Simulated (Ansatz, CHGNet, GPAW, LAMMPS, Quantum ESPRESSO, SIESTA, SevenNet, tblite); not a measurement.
**Amorphous polyacrylonitrile (as short chains C14N4H18) at 540 K (108 atoms) in SIESTA**

How do the settings of SIESTA change the result for amorphous polyacrylonitrile (as short chains C14N4H18) at 540 K (108 atoms)? A plane-wave run serves as the yardstick.

Main program and level: SIESTA 5.4.2; the method is named at each step.

### Step 1. Set-up

The cell holds 108 atoms: 42 C, 12 N and 54 H. Its edges and angles: a = 10.877 Å, b = 10.877 Å, c = 10.877 Å, α = 90.0°, β = 90.0°, γ = 90.0°. 3 polyacrylonitrile chains of 4 units with methyl end groups placed at random, at 0.938 g/cm³; overlaps pushed apart, then 20 ps at 800 K with MMFF94 bonds, angles, torsions, charges and radii (Halgren, J. Comput. Chem. 17, 490 (1996)) in harmonic and 12-6 forms. Snapshot after 30 ps at 540 K and fixed volume.

The yardstick, on the same geometry:

* method: Kohn-Sham DFT, PBE, PAW, plane waves (Ansatz 0.2.0); cutoff 420 eV, Γ point, fermi-dirac smearing of 0.05 eV; PAW set soft_2
* r.m.s. force component: 1.085 eV/Å
* longest force: 4.805 eV/Å
* pressure: 1.522 GPa
* gap (highest filled to lowest empty level): 5.45 eV
* SCF cycles: 11
* time: 13 s on 4 threads of Arm Neoverse V1, shared host
* CPU time: 49 s

### Step 2. PBE, DZP, shift 0.01 Ry, mesh 500 Ry

Method: Kohn-Sham DFT, PBE, PseudoDojo 0.4.1 norm-conserving pseudopotentials (converted to PSML), numerical atomic orbitals (DZP), diagonalisation.

The .psml files are PseudoDojo norm-conserving potentials that we converted to this format, checked against plane waves on the same files for H, C, O, Si, Ge and Ca alone.

Input file input.fdf:

```
SystemLabel cell
NumberOfAtoms 108
NumberOfSpecies 3
%block ChemicalSpeciesLabel
  1 6 C
  2 7 N
  3 1 H
%endblock ChemicalSpeciesLabel
LatticeConstant 1.0 Ang
%block LatticeVectors
  10.87734 0.00000 0.00000
  0.00000 10.87734 0.00000
  0.00000 0.00000 10.87734
%endblock LatticeVectors
PAO.BasisSize DZP
PAO.EnergyShift 0.01 Ry
XC.Functional GGA
XC.Authors PBE
MeshCutoff 500 Ry
%block kgrid_Monkhorst_Pack
  1 0 0 0.0
  0 1 0 0.0
  0 0 1 0.0
%endblock kgrid_Monkhorst_Pack
SolutionMethod diagon
OccupationFunction FD
ElectronicTemperature 580 K
SCF.Mixer.Method Pulay
SCF.Mixer.Weight 0.15
SCF.Mixer.History 8
SCF.Mix Hamiltonian
MaxSCFIterations 300
SCF.DM.Tolerance 1e-04
SCF.H.Tolerance 1.0e-3 eV
WriteForces T
Write.HirshfeldPop T
Write.VoronoiPop T
Write.DM F
Write.H F
XML.Write F
AtomicCoordinatesFormat Fractional
%block AtomicCoordinatesAndAtomicSpecies
  0.47688 0.28299 0.75057 1
  0.47484 0.24542 0.87800 1
  0.35162 0.20251 0.91225 1
  0.26021 0.30208 0.93146 1
  0.18111 0.37356 0.93926 2
  0.37773 0.13724 0.03497 1
  0.26080 0.07599 0.07999 1
  0.24671 0.95356 0.03512 1
  0.24496 0.86162 0.98355 2
  0.25639 0.08223 0.21872 1
  0.21324 0.19787 0.29459 1
  0.08672 0.22075 0.27476 1
  0.97809 0.21953 0.25864 2
  0.29414 0.31751 0.27843 1
  0.25502 0.43328 0.36228 1
  0.22699 0.39431 0.48058 1
  0.18319 0.37897 0.57901 2
  0.35701 0.53207 0.35588 1
  0.41264 0.36144 0.73553 3
  0.56626 0.30417 0.71635 3
  0.43562 0.20957 0.69305 3
  0.50274 0.31921 0.94524 3
  0.54228 0.17228 0.89022 3
  0.32168 0.13438 0.84510 3
  0.41273 0.19873 0.10377 3
  0.45071 0.06451 0.02843 3
  0.17861 0.12372 0.06093 3
  0.19450 0.00644 0.24600 3
  0.34398 0.07106 0.26672 3
  0.21888 0.16626 0.39401 3
  0.28598 0.34949 0.18405 3
  0.38564 0.29754 0.29446 3
  0.16497 0.47176 0.32526 3
  0.33048 0.62141 0.39530 3
  0.38832 0.54865 0.25983 3
  0.42672 0.51621 0.42377 3
  0.07625 0.77303 0.47570 1
  0.13095 0.67981 0.57065 1
  0.11289 0.72718 0.70380 1
  0.97734 0.72723 0.73116 1
  0.86816 0.72840 0.73340 2
  0.18666 0.66245 0.81082 1
  0.32169 0.64266 0.78547 1
  0.39890 0.60012 0.89360 1
  0.45582 0.57362 0.97862 2
  0.39672 0.74462 0.72467 1
  0.53222 0.72080 0.70050 1
  0.58057 0.61021 0.63841 1
  0.60886 0.52295 0.58608 2
  0.58700 0.82970 0.63673 1
  0.53795 0.84003 0.50283 1
  0.50147 0.96530 0.47498 1
  0.46045 0.06784 0.46274 2
  0.63695 0.80601 0.41219 1
  0.05200 0.72860 0.38602 3
  0.99004 0.81332 0.50608 3
[... 48 atom lines left out ...]
  0.91566 0.29839 0.45564 3
  0.69966 0.32391 0.46786 3
  0.67501 0.19023 0.56617 3
  0.73766 0.17069 0.41153 3
%endblock AtomicCoordinatesAndAtomicSpecies
```

On the command line:

```
> OMP_NUM_THREADS=1 mpirun -np 2 siesta < input.fdf > output.txt
```

The log of the run:

```text
Version         : 5.4.2
reinit: System Name:
reinit: System Label: cell
initatom: Reading input for the pseudopotentials and atomic orbitals ----------
Species number:   1 Atomic number:    6 Label: C
Species number:   2 Atomic number:    7 Label: N
Species number:   3 Atomic number:    1 Label: H
Ground state valence configuration (from tables):   2s02  2p02  3d00  4f00
Ground state valence configuration (from tables):   2s02  2p03  3d00  4f00
Ground state valence configuration (from tables):   1s01  2p00  3d00  4f00
---- Processing specs for species: C
GGA--PBE XC_GGA_X_PBE--XC_GGA_C_PBE pb
---- Processing specs for species: N
GGA--PBE XC_GGA_X_PBE--XC_GGA_C_PBE pb
---- Processing specs for species: H
GGA--PBE XC_GGA_X_PBE--XC_GGA_C_PBE pb
C pseudopotential only contains V_ls up to l=1 -- lmxkb reset.
N pseudopotential only contains V_ls up to l=1 -- lmxkb reset.
H pseudopotential only contains V_ls up to l=1 -- lmxkb reset.
Using PAO.SplitTailNorm
%block ChemicalSpeciesLabel
    1    6 C                       # Species index, atomic number, species label
    2    7 N                       # Species index, atomic number, species label
    3    1 H                       # Species index, atomic number, species label
%endblock ChemicalSpeciesLabel
%block PAO.Basis                 # Define Basis set
C                     2                    # Species label, number of l-shells
 n=2   0   2                         # n, l, Nzeta
   4.484      3.048
   1.000      1.000
 n=2   1   2 P   1                   # n, l, Nzeta, Polarization, NzetaPol
   5.436      3.692
   1.000      1.000
N                     2                    # Species label, number of l-shells
 n=2   0   2                         # n, l, Nzeta
   3.944      2.617
   1.000      1.000
 n=2   1   2 P   1                   # n, l, Nzeta, Polarization, NzetaPol
   4.781      3.167
   1.000      1.000
H                     1                    # Species label, number of l-shells
 n=1   0   2 P   1                   # n, l, Nzeta, Polarization, NzetaPol
   5.233      3.529
   1.000      1.000
%endblock PAO.Basis
coor:   Atomic-coordinates input format  =     Fractional
siesta: System type = bulk
initatomlists: Number of atoms, orbitals, and projectors:    108   972   702
siesta: ******************** Simulation parameters ****************************
Total number of electrons:   282.000000
Total ionic charge:   282.000000
 Kpoints in:            1 . Kpoints trimmed:            1
siesta: k-grid: Number of k-points = 1
siesta: k-points from Monkhorst-Pack grid
siesta: k-cutoff (effective) =     5.439 Ang
siesta: k-point supercell and displacements
siesta: k-grid:     1     0     0      0.000
siesta: k-grid:     0     1     0      0.000
siesta: k-grid:     0     0     1      0.000
                     ====================================
                        Single-point calculation
                     ====================================
outcell: Unit cell vectors (Ang):
       10.877340    0.000000    0.000000
        0.000000   10.877340    0.000000
        0.000000    0.000000   10.877340
outcell: Cell vector modules (Ang)   :   10.877340   10.877340   10.877340
outcell: Cell angles (23,13,12) (deg):     90.0000     90.0000     90.0000
outcell: Cell volume (Ang**3)        :   1286.9691
Gamma-point calculation with multiply-connected orbital pairs
Gamma-point calculation with multiply-connected orbital pairs
Folding of H and S implicitly performed
Folding of H and S implicitly performed
new_DM -- step:     1
Initializing Density Matrix...
Attempting to read DM from file... Failed...
DM filled with atomic data:
InitMesh: MESH = 150 x 150 x 150 = 3375000
InitMesh: Mesh cutoff (required, used) =   500.000   525.580 Ry
stepf: Fermi-Dirac step function
        iscf     Eharris(eV)        E_KS(eV)     FreeEng(eV)     dDmax    Ef(eV) dHmax(eV)
   scf:    1   -11155.686910   -11081.238272   -11081.238272  1.947740 -4.140495  7.100731
   scf:    2   -11103.386614   -11093.808734   -11093.808734  0.060865 -5.709284  4.865239
   scf:    3   -11102.561975   -11099.949856   -11099.949856  0.096380 -5.044943  1.566195
   scf:    4   -11101.175467   -11100.792565   -11100.792565  0.040885 -4.731015  0.458685
   scf:    5   -11101.023144   -11100.927082   -11100.927082  0.013693 -4.585262  0.210900
   scf:    6   -11100.958322   -11100.946002   -11100.946002  0.004030 -4.560039  0.101938
[...]
scf:   10   -11100.953593   -11100.953571   -11100.953571  0.000269 -4.557814  0.002999
   scf:   11   -11100.953582   -11100.953577   -11100.953577  0.000111 -4.557503  0.001008
   scf:   12   -11100.953579   -11100.953578   -11100.953578  0.000046 -4.557369  0.000532
SCF Convergence by DM+H criterion
max |DM_out - DM_in|         :     0.0000462055
max |H_out - H_in|      (eV) :     0.0005321022
SCF cycle converged after 12 iterations
Using DM_out to compute the final energy and forces
siesta: E_KS(eV) =           -11100.9536
siesta: E_KS - E_eggbox =    -11100.9536
siesta: Atomic forces (eV/Ang):
     1   -1.565264    0.884572   -1.969368
     2    1.517898    1.344529    0.952620
     3    0.119628   -0.431147    2.248396
     4    1.796918   -2.170461   -0.937747
     5   -1.777210    2.027102    0.463990
     6   -1.081139   -1.436837   -0.982048
[...]
106   -1.126526    0.504358   -0.300047
   107   -0.381401   -0.107560    0.271714
   108   -0.315468    0.395596    0.348975
----------------------------------------
   Tot   -0.000541   -0.004193   -0.000855
----------------------------------------
   Max    5.769914
   Res    1.317613    sqrt( Sum f_i^2 / 3N )
----------------------------------------
   Max    5.769914    constrained
Stress tensor Voigt[x,y,z,yz,xz,xy] (kbar):      -53.49      -49.75      -41.15        1.52        0.14       11.25
(Free)E + p*V (eV/cell)   -11062.2924
Target enthalpy (eV/cell)   -11100.9536
siesta: Program's energy decomposition (eV):
siesta: Ebs     =     -3717.957865
siesta: Eions   =     18938.257983
siesta: Ena     =      4984.318131
siesta: Ekin    =      7704.553158
siesta: Enl     =      -631.955342
siesta: DEna    =      -312.821759
siesta: DUscf   =        32.253247
siesta: Ex      =     -3621.256907
siesta: Ec      =      -317.786123
siesta: Exc     =     -3939.043030
siesta: Eharris =    -11100.953579
siesta: Etot    =    -11100.953578
siesta: FreeEng =    -11100.953578
siesta: Final energy (eV):
siesta:  Band Struct. =   -3717.957865
siesta:       Kinetic =    7704.553158
siesta:       Hartree =    7223.602834
siesta:         Exch. =   -3621.256907
siesta:         Corr. =    -317.786123
siesta:   Exch.-corr. =   -3939.043030
siesta:  Ion-electron =  -21452.127182
siesta:       Ion-ion =    -637.939358
siesta:         Total =  -11100.953578
siesta:         Fermi =      -4.557369
siesta: Stress tensor (static) (eV/Ang**3):
siesta:    -0.033387    0.007022    0.000085
siesta:     0.007022   -0.031051    0.000952
siesta:     0.000085    0.000952   -0.025684
siesta: Cell volume =       1286.969075 Ang**3
siesta: Pressure (static):
siesta:                Solid            Molecule  Units
siesta:           0.00032718          0.00018881  Ry/Bohr**3
siesta:           0.03004046          0.01733559  eV/Ang**3
siesta:          48.13012648         27.77468177  kBar
    Orbital volume contribution        =          32.841223 eV
    (Free)E + p_basis*V_orbitals       =      -11068.112355 eV
    (Free)Eharris+ p_basis*V_orbitals  =      -11068.112356 eV
Hirshfeld Atomic Populations:
Atom #   charge [q] valence [e]  Species
     1    -0.085530    4.085530  C
     2    -0.036826    4.036826  C
     3     0.033383    3.966617  C
     4     0.087575    3.912425  C
     5    -0.169038    5.169038  N
     6    -0.019269    4.019269  C
     7     0.015268    3.984732  C
[...]
9    -0.170870    5.170870  N
[...]
13    -0.169876    5.169876  N
[...]
17    -0.173020    5.173020  N
[...]
19     0.009284    0.990716  H
    20     0.018660    0.981340  H
    21     0.018222    0.981778  H
    22     0.014595    0.985405  H
    23     0.020819    0.979181  H
    24     0.047786    0.952214  H
[...]
41    -0.180506    5.180506  N
[...]
45    -0.184013    5.184013  N
[...]
--------------------
 Total    -0.000003
Voronoi Atomic Populations:
Atom #   charge [q] valence [e]  Species
[...]
81    -0.185791    5.185791  N
[...]
85    -0.166249    5.166249  N
[...]
87     0.015533    3.984467  C
    88     0.049597    3.950403  C
    89    -0.203094    5.203094  N
    90    -0.013290    4.013290  C
[...]
106     0.006427    0.993573  H
   107     0.008633    0.991367  H
   108     0.017380    0.982620  H
--------------------
 Total    -0.000003
```

Run time: 2 min. Hardware: 2 MPI ranks of Arm Neoverse V1, shared host; peak memory 1.8 GiB.

Banners, paths, timers and routine set-up lines are dropped from the logs unmarked, and long logs keep their key lines alone; longer cuts are marked.

Compared with the plane-wave run:

```yaml
r_m_s_force_component: 1.318 eV/Å
r_m_s_difference_of_force_components: 710.2 meV/Å
longest_difference_of_force_vectors: 3212 meV/Å
force_difference_over_r_m_s_force: 65.45 %
slope_of_forces_against_the_reference_s: 1.023
correlation_of_force_components: 0.8425
spacing_of_highest_filled_and_lowest_empty_level: 5.643 eV
gap_difference: 0.1937 eV
pressure: 4.813 GPa
pressure_difference: 3.291 GPa
```

This run lies far from the reference in forces at the same functional.

Length of the force difference by element (eV/Å):

```tsv
element	atoms	mean	most
C	42	0.88	2.5
H	54	0.66	0.96
N	12	2.6	3.2
```

Levels nearest the highest filled one (eV from it): -0.61, -0.57, -0.54, -0.49, -0.43, -0.34, -0.28, -0.27, -0.14, -0.10, -0.07, 0.00, 5.64, 5.95, 6.06, 6.14, 6.17, 6.20, 6.30, 6.42, 6.50, 6.52, 6.56, 6.58.

Local excerpt of 11 atoms (numbers count through the whole input) about N89, which bears the longest force; x, y, z are measured from there.

```tsv
atom	x	y	z	distance (Å)	bonds	Hirshfeld charge (e)	Fx	Fy	Fz (eV/Å)
N89	0.00	0.00	0.00	0.00	1	-0.20	3.28	-5.77	0.17
C88	-0.65	0.93	-0.01	1.14	2	0.06	-1.13	4.03	0.58
C87	-1.21	2.23	-0.15	2.54	4	0.03	0.19	1.52	0.55
H56	0.19	-2.61	-0.49	2.66	1	0.01	-0.81	0.52	0.56
H105	-0.62	2.67	-1.04	2.93	1	0.03	-0.47	-0.01	0.82
H57	1.87	-2.16	-0.94	3.01	1	0.02	-0.90	-0.81	-0.25
H108	-2.56	1.28	-1.52	3.24	1	0.03	-0.32	0.40	0.35
C90	-2.62	1.96	-0.61	3.32	4	-0.08	-0.20	-0.09	-1.36
C37	1.12	-3.05	-0.82	3.35	4	-0.08	1.38	0.51	0.00
H60	1.70	-2.47	1.59	3.39	1	0.04	0.49	1.23	0.28
H30	2.68	1.23	-1.71	3.41	1	0.05	0.17	0.15	-0.32
```

Forces lie 65 % from the reference's, at 5.0 times its CPU time (on 2 against 4 cores).

The difference per atom is largest on N (2.6 eV/Å on average, against 0.88 on C).

### Step 3. PBE, SZ, shift 0.01 Ry, mesh 500 Ry

Method: Kohn-Sham DFT, PBE, PseudoDojo 0.4.1 norm-conserving pseudopotentials (converted to PSML), numerical atomic orbitals (SZ), diagonalisation.

input.fdf: that of step 2 with these lines changed.

```diff
@@ -14,3 +14,3 @@
 %endblock LatticeVectors
-PAO.BasisSize DZP
+PAO.BasisSize SZ
 PAO.EnergyShift 0.01 Ry
```

On the command line:

```
> OMP_NUM_THREADS=1 siesta < input.fdf > output.txt
```

The log of the run:

```text
Version         : 5.4.2
reinit: System Name:
reinit: System Label: cell
initatom: Reading input for the pseudopotentials and atomic orbitals ----------
Species number:   1 Atomic number:    6 Label: C
Species number:   2 Atomic number:    7 Label: N
Species number:   3 Atomic number:    1 Label: H
Ground state valence configuration (from tables):   2s02  2p02  3d00  4f00
[... lines left out ...]
SCF Convergence by DM+H criterion
[... lines left out ...]
SCF cycle converged after 11 iterations
[... lines left out ...]
   Max   13.936231
[... lines left out ...]
   Max   13.936231    constrained
Stress tensor Voigt[x,y,z,yz,xz,xy] (kbar):     -234.62     -208.34     -165.08        3.25      -21.99       43.46
[... lines left out ...]
siesta: FreeEng =    -10978.437240
[... lines left out ...]
siesta:         Fermi =      -5.109732
[... lines left out ...]
siesta:         202.68086724        242.20767648  kBar
[... lines left out ...]
    (Free)Eharris+ p_basis*V_orbitals  =      -10962.693937 eV
Hirshfeld Atomic Populations:
Atom #   charge [q] valence [e]  Species
     1    -0.079757    4.079757  C
     2    -0.027697    4.027697  C
     3     0.041922    3.958078  C
[...]
5    -0.140868    5.140868  N
[...]
9    -0.147236    5.147236  N
[...]
13    -0.142976    5.142976  N
[...]
19     0.010170    0.989830  H
    20     0.017428    0.982572  H
    21     0.021126    0.978874  H
[...]
--------------------
 Total    -0.000006
Voronoi Atomic Populations:
Atom #   charge [q] valence [e]  Species
[...]
85    -0.152948    5.152948  N
[...]
88     0.025265    3.974735  C
    89    -0.178769    5.178769  N
    90     0.007360    3.992640  C
[...]
107    -0.006996    1.006996  H
   108     0.008366    0.991634  H
--------------------
 Total    -0.000006
```

Wall time 79 s (1 thread); peak memory 0.79 GiB.

Compared with the plane-wave run:

```
r.m.s. force component                           : 3.428 eV/Å
r.m.s. difference of force components            : 3273 meV/Å
longest difference of force vectors              : 13100 meV/Å
force difference over r.m.s. force               : 301.6 %
slope of forces against the reference's          : 0.9402
correlation of force components                  : 0.2976
gap (highest filled to lowest empty level) : 5.906 eV
gap difference                                   : 0.4565 eV
pressure                                         : 20.27 GPa
pressure difference                              : 18.75 GPa
```

This is a coarse setting, run to see what it loses.

Against the first run (65 %), the force difference from the reference is 302 %, at 0.33 times the CPU time (on 1 against 2 cores), with 270 basis functions against 972: the smaller basis costs accuracy.

The difference per atom is largest on N (12 eV/Å on average, against 4.0 on C).

(Continued in part 2 of 2.)

[Also dropped from logs without a mark: logging warnings of Python, and SIESTA's first energy breakdown and zero terms.]

[Logs are printed without paths, hosts, clocks, repeated set-up lines and the standing remarks that a program may print on its own settings, such as how far it seeks lower states.]

[Hosts, paths, dates, database ids (printed as entryN), source tags and the programs' standing remarks are cut or masked in the printed files.]

[The MMFF94 radii named for the starting cell were scaled by 0.96; in molecules described by MMFF94, hydrogen bound to N, O or S took a small fixed 12-6 site in their place.]
